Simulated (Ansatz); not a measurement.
# AlRh (Pm-3m): phonons and vibrational spectra, part 2 of 2

Task: relax AlRh (Pm-3m), then find its harmonic phonons.

Ansatz 0.2.0; DFT PBEsol, scalar-relativistic, plane waves, PAW; PAW set soft_1.

So far. Step 3 (Tight relaxation): The forces vanish by symmetry and the pressure is -0.007 GPa, within the tolerances set. The cell now holds 13.12 Å³/atom. The relaxed cell has a = 2.972 Å (conventional setting).

## 4. Linear response at the zone centre

The zone centre comes first: it holds the modes that light can see, as far as symmetry allows. No field response is asked, since the mesh shows no gap.

input.yaml

```yaml
crystal:
  lattice:
    - [2.9717921017, 0.0, 0.0]
    - [0.0, 2.9717921017, 0.0]
    - [0.0, 0.0, 2.9717921017]
  atoms:
    - { symbol: Al, position: [0.0, 0.0, 0.0] }
    - { symbol: Rh, position: [0.5, 0.5, 0.5] }
kpoints:
  mp_grid: { grid: [16, 16, 16] }
hamiltonian:
  xc: pbesol
  pseudopotentials: { kind: paw, azcp: { folder: soft_1 }, xc_functional: pbe }
scf:
  occupations: { method: methfessel_paxton, width: 0.2 }
output:
  eigenvalues: true
phonons:
  method: dfpt
```

The run is started by

```console
$ ansatz run input.yaml --threads 4 --pin off --max-ram 10240MiB --backend cpu --events-out ev --progress --plain --runs-dir out
```

Numbers of over 12 decimals in the logs are rounded to 6 here.

Output:

```text
[...]
Crystal: 2 atoms, lattice volume = 26.246 Å³
Basis set: ecut = 420 eV, 485 PW (Γ), exchange–correlation on 40×40×40 points (8 copies of the dense FFT grid, shifted against one another)
Bands: 14, of which v1, the nominal top of the filled ones, is band 10 counted from 1 (9 counted from 0)
Symmetry: 48 space group operations
k-points: 405 of 4096 (irreducible under 8 space group operations, time reversal used)
[...]
SCF iter   1: F=—  HF=-6866.442759 eV  |F-HF|=—  |Δ(HF+E_count)|=         —  Δρ=1.20e-1  dr2=4.15e0  ethr=3.10e-3  ⟨swp⟩=4.0  Hψ=26218  notcnv=0
[...]
SCF iter   8: F=-6865.517421 eV  HF=-6865.517421 eV  |F-HF|=1.82e-12  |Δ(HF+E_count)|=  3.55e-11  S|Δr|=    0.00e0  Δρ=7.76e-8  dr2=1.11e-12  ethr=1.00e-12  ⟨swp⟩=5.1  Hψ=22393  notcnv=0
SCF 1 converged in 8 iterations: F = -6865.517421 eV  dr2 = 1.11e-12
[...]
DFPT response loops at Γ: preconditioner auto → Kerker (q_TF=auto, 2.607 Å⁻¹) (partly filled bands, converged f_vac=0.000); β = 1.00, the filter's whole step (`scf.mixing.beta` (0.50) is not read by the response loops under this deck's `scf.mixing.preconditioner`; to damp them name `kerker` or `kerker_dos`, under which they read `scf.mixing.beta`, and type it under 1.00, their step now; both keys bind the ground state too); Broyden in place of MSR1
SCF converged after 8 iterations
[...]
Free energy (F): -6865.517421 eV
[...]
Internal energy: -6865.519582 eV  (E = F + TS)
E sigma→0 (E₀):  -6865.517961 eV
Entropy (-TS):   0.002161 eV (1.081 meV/atom)
Fermi energy:    17.172563 eV
[...]
--- Band table (eV; the first three rows and the last of 405) ---
  k-point 0: bands = [... 6 lower, 12.0817, 15.3992, 15.3992, 15.3992, 22.1687, 22.1687, 22.1687, 26.6815]
  k-point 1: bands = [... 6 lower, 12.1085, 15.3226, 15.3226, 15.4071, 21.7302, 22.3053, 22.3053, 26.5496]
  k-point 2: bands = [... 6 lower, 12.1755, 15.1166, 15.1166, 15.4296, 20.7624, 22.6916, 22.6916, 26.1866]
  k-point 404: bands = [... 6 lower, 11.1712, 16.6531, 16.6531, 18.9286, 19.9308, 19.9308, 19.9308, 23.8938]
--- Phonons (Γ-DFPT): 2 representative perturbations + reference, on 405 of 4096 k-points (Σ response iterations 6) ---
  k mesh reduced under 8 symmetry operations, with k and −k counted as one. Each operation leaves every solved perturbation unchanged. A smaller set is not used because it would not reduce the number of displacements times k-points to solve
  ASR residual: 6.583e-5 → 0.000e0 eV/Å²; symmetrization residual: 1.566e-6 eV/Å²
  ASR residual per site (eV/Å²): 6.83e-6 6.58e-5
  Γ frequencies (cm⁻¹): 0.00 0.00 0.00 288.61 288.61 288.61
  non-analytic LO–TO correction: not included (Born effective charges unavailable; polar crystals: no LO–TO splitting at Γ)
```

The job ended after 8.8 s (4 threads of Arm Neoverse V1, shared host; peak memory 0.66 GiB; 32 s of CPU time).

Reading the cycles: dr2 is the Hartree energy of the density residual (eV), the measure of convergence; HF is the Harris–Foulkes estimate of the energy, which meets the free energy F at convergence.

This step gave:

- sum-rule residual before enforcement: 6.58e-5 eV/Å²
- point group: m-3m
- highest optical mode at the zone centre (no LO-TO term): 288.6 cm⁻¹
- lowest optical zone-centre mode: 288.6 cm⁻¹

Patterns of degenerate modes are one choice out of their space. The modes at Γ (shares of kinetic energy by element, %):

| mode | frequency (cm⁻¹) | symmetry | Al % | Rh % |
| --- | --- | --- | --- | --- |
| 1 | 0.0 | acoustic | 21 | 79 |
| 2 | 0.0 | acoustic | 21 | 79 |
| 3 | 0.0 | acoustic | 21 | 79 |
| 4 | 288.6 | T1u | 79 | 21 |
| 5 | 288.6 | T1u | 79 | 21 |
| 6 | 288.6 | T1u | 79 | 21 |

Displacements in mode 6 (288.6 cm⁻¹), the largest set to 1:
```
Al1  0.00  0.00  1.00
Rh2  0.00  0.00 -0.26
```

Before it was imposed, the acoustic sum rule was missed by 6.6e-5 eV/Å². Small misses are needed for a sound result but don't prove that mesh and cutoff are converged. The lowest optical mode is real, 289 cm⁻¹.

## 5. Phonons on a q mesh

Stability and thermal properties need the whole zone. Linear response on a 4×4×4 q mesh gives force constants as far as a supercell of that size would.

input.yaml, as its differences from that of step 4:

```diff
@@ -19 +19,8 @@
   method: dfpt
+  qmesh: [4, 4, 4]
+  temperatures: { t_max: 1000, t_step: 50 }
+  qpath:
+    path:
+      - [[0.0, 0.0, 0.0], [0.0, 0.5, 0.0], [0.5, 0.5, 0.0], [0.0, 0.0, 0.0], [0.5, 0.5, 0.5], [0.0, 0.5, 0.0]]
+      - [[0.5, 0.5, 0.5], [0.5, 0.5, 0.0]]
+    npoints: 10
```

Output:

```text
[...]
Crystal: 2 atoms, lattice volume = 26.246 Å³
Basis set: ecut = 420 eV, 485 PW (Γ), exchange–correlation on 40×40×40 points (8 copies of the dense FFT grid, shifted against one another)
Bands: 14, of which v1, the nominal top of the filled ones, is band 10 counted from 1 (9 counted from 0)
Symmetry: 48 space group operations
k-points: 165 of 4096
[...]
SCF iter   1: F=—  HF=-6866.442761 eV  |F-HF|=—  |Δ(HF+E_count)|=         —  Δρ=1.20e-1  dr2=4.15e0  ethr=3.10e-3  ⟨swp⟩=4.0  Hψ=10743  notcnv=0
[...]
SCF iter   8: F=-6865.517421 eV  HF=-6865.517421 eV  |F-HF|=2.73e-12  |Δ(HF+E_count)|=  4.27e-11  S|Δr|=    0.00e0  Δρ=7.75e-8  dr2=1.11e-12  ethr=1.00e-12  ⟨swp⟩=5.2  Hψ=9139  notcnv=0
SCF 1 converged in 8 iterations: F = -6865.517421 eV  dr2 = 1.11e-12
[...]
SCF iter   1: F=—  HF=-6865.517419 eV  |F-HF|=—  |Δ(HF+E_count)|=         —  Δρ=1.43e-7  dr2=8.48e-12  ethr=1.95e-8  ⟨swp⟩=3.0  Hψ=17425  notcnv=0
eigensolver tolerance schedule: the retry pair's looser diagonalisation over-reported the residual by 461036.13 of it (diagonalisation noise at an unbounded share of the residual, at the tolerance the schedule requests for it); recorded, not acted on — ethr = c·dr2/N_el stays at c = 1.0e-1
[...]
SCF iter   2: F=—  HF=-6865.517421 eV  |F-HF|=—  |Δ(HF+E_count)|=   1.42e-6  S|Δr|=    0.00e0  Δρ=1.30e-7  dr2=6.50e-12  ethr=1.00e-12  ⟨swp⟩=5.2  Hψ=9027  notcnv=0
SCF iter   3: F=-6865.517421 eV  HF=-6865.517421 eV  |F-HF|=1.82e-12  |Δ(HF+E_count)|=  3.64e-12  S|Δr|=    0.00e0  Δρ=7.71e-8  dr2=2.40e-12  ethr=1.00e-12  ⟨swp⟩=1.0  Hψ=5297  notcnv=0
SCF 2 converged in 3 iterations: F = -6865.517421 eV  dr2 = 2.40e-12
phonons: the bands overlap, so this run is a metal and interpolates without the dipole-dipole term. If the crystal is really an insulator or semiconductor, its LO-TO splitting is missing
NSCF: frozen V_eff on 165 k-points
[...]
DFPT response loops at q = (0, 0, 0) (fractional): preconditioner auto → Kerker (q_TF=auto, 2.607 Å⁻¹) (partly filled bands, converged f_vac=0.000); β = 1.00, the filter's whole step (`scf.mixing.beta` (0.50) is not read by the response loops under this deck's `scf.mixing.preconditioner`; to damp them name `kerker` or `kerker_dos`, under which they read `scf.mixing.beta`, and type it under 1.00, their step now; both keys bind the ground state too); Broyden in place of MSR1
[...]
SCF converged after 8 iterations
[...]
Free energy (F): -6865.517421 eV
[...]
Internal energy: -6865.519582 eV  (E = F + TS)
E sigma→0 (E₀):  -6865.517961 eV
Entropy (-TS):   0.002161 eV (1.081 meV/atom)
Fermi energy:    17.172563 eV
[...]
--- Band table (eV; the first three rows and the last of 165) ---
  k-point 0: bands = [... 6 lower, 12.0817, 15.3992, 15.3992, 15.3992, 22.1687, 22.1687, 22.1687, 26.6815]
  k-point 1: bands = [... 6 lower, 12.1085, 15.3226, 15.3226, 15.4071, 21.7302, 22.3053, 22.3053, 26.5496]
  k-point 2: bands = [... 6 lower, 12.1755, 15.1166, 15.1166, 15.4296, 20.7624, 22.6916, 22.6916, 26.1866]
  k-point 164: bands = [... 6 lower, 11.1712, 16.6531, 16.6531, 18.9286, 19.9308, 19.9308, 19.9308, 23.8938]
--- Phonons (Γ-DFPT): 2 representative perturbations + reference (Σ response iterations 6) ---
  ASR residual: 6.188e-5 → 0.000e0 eV/Å²; symmetrization residual: 1.403e-6 eV/Å²
  ASR residual per site (eV/Å²): 8.13e-6 6.19e-5
  Γ frequencies (cm⁻¹): 0.00 0.00 0.00 288.61 288.61 288.61
--- Phonons (arbitrary-q DFPT): 10 irreducible q on the 4×4×4 mesh ---
  q = [0.0000, 0.0000, 0.0000] (star 1, of the zone-centre solve; hermiticity 4.29e-7, symmetrization 2.67e-12): -0.00 0.00 0.00 288.61 288.61 288.61
  q = [0.0000, 0.0000, 0.2500] (star 6, 4 solved perturbations in 4032 linear systems a pass and spin channel, the states on 1296 of 4096 k-point pairs; hermiticity 3.33e-7, symmetrization 1.86e-13): 96.94 96.94 161.78 284.32 284.32 359.65
[...]
q = [0.0000, 0.2500, -0.5000] (star 12, 6 solved perturbations on 1296 of 4096 k-point pairs; hermiticity 4.69e-7, symmetrization 2.34e-7): 143.01 160.23 188.11 269.81 316.36 361.16
[...]
sum rule: each row above includes the acoustic sum rule's correction from the zone centre's row sums; it moved no ω² by more than (0.40 cm⁻¹)²
  mesh force constants: q→R imaginary residual 2.18e-18; ASR residual 6.188e-5 → 0.000e0 eV/Å²; symmetrization residual 1.599e-14 eV/Å²
  interpolated dispersion: 62 rows × 6 modes
  density of states and harmonic sums: on the 24×24×24 q-mesh, interpolated from the force constants of a 4×4×4 supercell (no non-analytic term)
  largest difference from the sums on the solved wave vectors: F 1.10e-2 eV, S 1.50e-5 and C_V 4.02e-6 eV/K
  zero-point energy: 0.088057 eV/cell   skipped modes (ω ≤ 0): 3   left out of the sums: 3.62e-5 of the cell's modes: C_V's classical limit lies that fraction below 3 k_B per atom; for a crystal, a wire or a layer, F and S can be off by more, and a phonons.interpolated_qmesh denser along its periods is the remedy for the sampling
```

The job ended after 4.4 min (4 threads; peak memory 2.1 GiB; 17 min of CPU time).

This step gave:

```yaml
sum_rule_residual_before_enforcement: 6.19e-5 eV/Å²
lowest_frequency_on_the_path: 0 cm⁻¹
highest_frequency_on_the_path_or_at_a_solved_wavevector: 406.2 cm⁻¹
mean_frequency: 236.8 cm⁻¹
debye_temperature_second_moment: 467 K
logarithmic_mean_frequency: 219.9 cm⁻¹
lowest_mode_on_the_q_mesh_acoustic_modes_at_gamma_apart: 96.94 cm⁻¹
zero_point_energy_per_atom: 44.03 meV
heat_capacity_at_300_k: 22.20 J/(mol atoms K)
vibrational_entropy_at_300_k: 25.06 J/(mol atoms K)
edges_of_the_widest_gap_between_branches_on_path_and_mesh: 221.3, 259.1 cm⁻¹
```

Frequencies (cm⁻¹) solved at each irreducible wavevector; negative means imaginary. Frequencies by wavevector, by row:

| q in reciprocal lattice units | star | mode 1 | mode 2 | mode 3 | mode 4 | mode 5 | mode 6 |
| --- | --- | --- | --- | --- | --- | --- | --- |
| 0 0 0 | 1 | 0 | 0 | 0 | 288.6 | 288.6 | 288.6 |
| 0 0 0.25 | 6 | 96.9 | 96.9 | 161.8 | 284.3 | 284.3 | 359.6 |
| 0 0 -0.5 | 3 | 138.3 | 138.3 | 221.3 | 280.7 | 280.7 | 406.2 |
| 0 0.25 0.25 | 12 | 120.5 | 126 | 184.2 | 277.2 | 315.4 | 346.3 |
| 0 0.25 -0.5 | 12 | 143 | 160.2 | 188.1 | 269.8 | 316.4 | 361.2 |
| 0 -0.5 -0.5 | 3 | 151.4 | 167.5 | 167.5 | 259.1 | 340 | 340 |
| 0.25 0.25 0.25 | 8 | 150.7 | 150.7 | 188.6 | 310.5 | 310.5 | 325.4 |
| 0.25 0.25 -0.5 | 12 | 164.8 | 167.3 | 182.7 | 307.3 | 308.1 | 345 |
| 0.25 -0.5 -0.5 | 6 | 165.6 | 186.7 | 186.7 | 299.6 | 335.7 | 335.7 |
| -0.5 -0.5 -0.5 | 1 | 198.4 | 198.4 | 198.4 | 333.6 | 333.6 | 333.6 |

Interpolated from a 4×4×4 q mesh. The phonon branches at the labelled points (cm⁻¹):

| point | branch 1 | branch 2 | branch 3 | branch 4 | branch 5 | branch 6 |
| --- | --- | --- | --- | --- | --- | --- |
| Γ | 0 | 0 | 0 | 289 | 289 | 289 |
| halfway | 97 | 97 | 162 | 284 | 284 | 360 |
| X | 138 | 138 | 221 | 281 | 281 | 406 |
| halfway | 143 | 160 | 188 | 270 | 316 | 361 |
| M | 151 | 168 | 168 | 259 | 340 | 340 |
| halfway | 120 | 126 | 184 | 277 | 315 | 346 |
| Γ | 0 | 0 | 0 | 289 | 289 | 289 |
| halfway | 151 | 151 | 189 | 310 | 310 | 325 |
| R | 198 | 198 | 198 | 334 | 334 | 334 |
| halfway | 165 | 167 | 183 | 307 | 308 | 345 |
| X | 138 | 138 | 221 | 281 | 281 | 406 |
| jump to R | 198 | 198 | 198 | 334 | 334 | 334 |
| halfway | 166 | 187 | 187 | 300 | 336 | 336 |
| M | 151 | 168 | 168 | 259 | 340 | 340 |

The phonon branches as a text plot (rows in cm⁻¹):

```
    398 |     ****                                      **
    381 |    *    **                                   *
    364 |   *                                        **
    347 |           ***********                    **          **
    330 |           *** ***    *     **************       *****
    313 |  *       *       **** *   *  ****       ***      **
    296 |**       *            ********              ***     *
    279 | **********       ******                      ***    *
    262 |           *******                                    **
    245 |
    228 |       *                                        *
    212 |      * **                                    **
    195 |     *    *      ***           *** *******   *   ****
    178 |    *      *** **   *         *   *      ****     ** **
    161 |   *      *******    *      **  **         **       ** *
    144 |      **************  *        *             ****     **
    127 |     *            ***         *
    110 |  * *                *     ***
     93 |   *                  **
     76 | *                    *    *
     59 |  *                    ** *
     42 |**                        *
     25 |*                       *
      8 |                         *
         Γ      X      M          Γ            R        X|R     M
```

Tetrahedra on a 24×24×24 mesh, mean over bins of 5 cm-1. Interpolated from a 4×4×4 q mesh. Table of phonon density of states by wavenumber; read off at these points:

| wavenumber (cm⁻¹) | phonon density of states (1/cm⁻¹/cell) |
| --- | --- |
| 2 | 0 |
| 18 | 6.0e-5 |
| 32 | 3.2e-4 |
| 42 | 6.2e-4 |
| 58 | 0.00124 |
| 72 | 0.00223 |
| 88 | 0.00377 |
| 102 | 0.00636 |
| 112 | 0.00913 |
| 128 | 0.0170 |
| 142 | 0.0394 |
| 148 | 0.0424 |
| 158 | 0.0324 |
| 172 | 0.0263 |
| 182 | 0.0443 |
| 188 | 0.0693 |
| 198 | 0.0122 |
| 212 | 0.00234 |
| 228 | 0 |
| 238 | 0 |
| 252 | 0 |
| 268 | 0.0106 |
| 282 | 0.0436 |
| 298 | 0.0309 |
| 308 | 0.0293 |
| 322 | 0.0268 |
| 332 | 0.0455 |
| 338 | 0.0429 |
| 352 | 0.0153 |
| 368 | 0.00776 |
| 378 | 0.0054 |
| 392 | 0.00292 |
| 408 | 3.0e-5 |

The partial phonon density of states has structure finer than the step of the table below, so its rows give means over 20 cm⁻¹, whole bins alone (the curve runs from -10 to 428 cm⁻¹). Peaks (cm⁻¹: height): Al 185.5: 0.00543, 284.7: 0.0389, 337.0: 0.0400; Rh 147.0: 0.0400, 188.3: 0.0562.

Phonopy on the run's constants, 19x19x19 mesh, Gaussian sigma 3.1 cm-1. Interpolated from a 4×4×4 q mesh. Partial phonon density of states against wavenumber; means over each step; values in 1/cm⁻¹/cell:

| wavenumber (cm⁻¹) | Al | Rh |
| --- | --- | --- |
| 0 | 4.1e-6 | 1.8e-5 |
| 20 | 2.5e-5 | 1.0e-4 |
| 40 | 1.1e-4 | 4.6e-4 |
| 60 | 2.6e-4 | 0.00119 |
| 80 | 5.0e-4 | 0.00256 |
| 100 | 8.2e-4 | 0.00509 |
| 120 | 0.00135 | 0.0116 |
| 140 | 0.00188 | 0.0320 |
| 160 | 0.00230 | 0.0305 |
| 180 | 0.00375 | 0.0369 |
| 200 | 0.00137 | 0.0162 |
| 220 | 6.0e-5 | 9.7e-4 |
| 240 | 5.5e-7 | 0 |
| 260 | 0.00459 | 4.1e-5 |
| 280 | 0.0295 | 0.00193 |
| 300 | 0.0279 | 0.00354 |
| 320 | 0.0259 | 0.00341 |
| 340 | 0.0321 | 0.00295 |
| 360 | 0.0109 | 4.3e-4 |
| 380 | 0.00490 | 1.2e-4 |
| 400 | 0.00171 | 1.7e-5 |

Second derivatives of the energy by pair, one row for each kind of neighbour of each atom listed. Each entry sums the pair over the periodic images of the supercell that the q mesh stands for, and in a polar crystal it holds the long-range dipole part too. Force constants by pair, by row:

| atom | neighbour | distance (Å) | third of the trace (eV/Å²) | along the pair's line (eV/Å²) |
| --- | --- | --- | --- | --- |
| Al1 | itself | 0 | 9.395 | – |
| Al1 | Rh | 2.574 | -0.851 | -2.399 |
| Al1 | Al | 2.972 | -0.14 | -1.065 |
| Al1 | Al | 4.203 | -0.0369 | -0.2973 |
| Al1 | Rh | 4.928 | 0.0064 | 0.0819 |
| Al1 | Al | 5.147 | -0.1642 | -0.458 |
| Al1 | Al | 5.944 | 0.0165 | -0.066 |
| Al1 | Rh | 6.477 | 0.0048 | 0.0202 |
| Al1 | Al | 6.645 | -0.0057 | -0.0285 |
| Rh2 | itself | 0 | 12.06 | – |
| Rh2 | Al | 2.574 | -0.851 | -2.399 |
| Rh2 | Rh | 2.972 | -0.6885 | -2.454 |
| Rh2 | Rh | 4.203 | -0.1118 | -0.339 |
| Rh2 | Al | 4.928 | 0.0064 | 0.0819 |
| Rh2 | Rh | 5.147 | 0.0359 | 0.076 |
| Rh2 | Rh | 5.944 | -5.00e-4 | 0.1311 |
| Rh2 | Al | 6.477 | 0.0048 | 0.0202 |
| Rh2 | Rh | 6.645 | -0.026 | -0.0856 |

Harmonic thermodynamic functions per atom, from the density of states. Interpolated from a 4×4×4 q mesh. Thermodynamic functions, by row:

| T (K) | F_vib (meV/atom) | S (J/mol-atom/K) | C_V (J/mol-atom/K) |
| --- | --- | --- | --- |
| 0 | 44.03 | 0 | 0 |
| 50 | 43.9 | 1.053 | 3.233 |
| 100 | 42.23 | 5.78 | 11.11 |
| 200 | 30.51 | 16.57 | 19.43 |
| 300 | 8.74 | 25.06 | 22.2 |
| 400 | -20.77 | 31.62 | 23.33 |
| 500 | -56.37 | 36.9 | 23.89 |
| 600 | -96.95 | 41.28 | 24.2 |
| 700 | -141.7 | 45.03 | 24.4 |
| 800 | -190.1 | 48.3 | 24.52 |
| 900 | -241.7 | 51.19 | 24.61 |
| 1000 | -296.1 | 53.79 | 24.67 |

Harmonic mean-square displacement, third of the trace. Interpolated from a 4×4×4 q mesh. Mean square displacements, by row:

| T (K) | Al1 U_eq (Å²) | Rh2 U_eq (Å²) |
| --- | --- | --- |
| 0 | 0.0022 | 0.00105 |
| 100 | 0.00243 | 0.00141 |
| 300 | 0.00427 | 0.0033 |
| 600 | 0.00783 | 0.0064 |

Symmetry leaves 10 wavevectors to solve. The lowest mode among them, the acoustic zeros apart, lies at q = (0, 0, 0.25) and is real, 96.9 cm⁻¹.

## 6. What came out

| Item | Value |
| --- | --- |
| space group after relaxation (within 0.01 Å) | Pm-3m |
| volume per atom | 13.1 Å³ |
| electronic character | no gap on this mesh |
| highest optical mode at the zone centre (no LO-TO term) | 289 cm⁻¹ |
| lowest optical zone-centre mode | 289 cm⁻¹ |
| lowest mode on the q mesh (acoustic modes at Γ apart) | 96.9 cm⁻¹ |
| highest frequency on the path or at a solved wavevector | 406 cm⁻¹ |
| zero-point energy per atom | 44.0 meV |
| heat capacity at 300 K | 22.2 J/(mol atoms K) |
| vibrational entropy at 300 K | 25.1 J/(mol atoms K) |
| Debye temperature (second moment) | 467 K |
| imaginary modes on the 4×4×4 q mesh | none |

In words: The structure is a minimum as far as tested: no mode is imaginary at the 10 irreducible wavevectors of the 4×4×4 mesh, and the softest away from the acoustic zeros lies at 97 cm⁻¹. The optical modes at Γ form one degenerate level at 289 cm⁻¹. The highest mode in this list at Γ, 288.6 cm⁻¹, is mostly motion of Al (79 % of the kinetic energy). On the path and the mesh, the widest gap between branches runs from 221 to 259 cm⁻¹. With no gap, or one that is small against the smearing, the frequencies hang on the k mesh and the smearing, most of all near Kohn anomalies. The PAW files were made for PBE and serve the other functionals too. These are harmonic frequencies at zero temperature: anharmonic shifts, linewidths and thermal expansion are left out.

[Logs are printed without paths, hosts, clocks, repeated set-up lines and the standing remarks that a program may print on its own settings, such as how far it seeks lower states.]

[Hosts, paths, dates, database ids (printed as entryN), source tags and the programs' standing remarks are cut or masked in the printed files.]
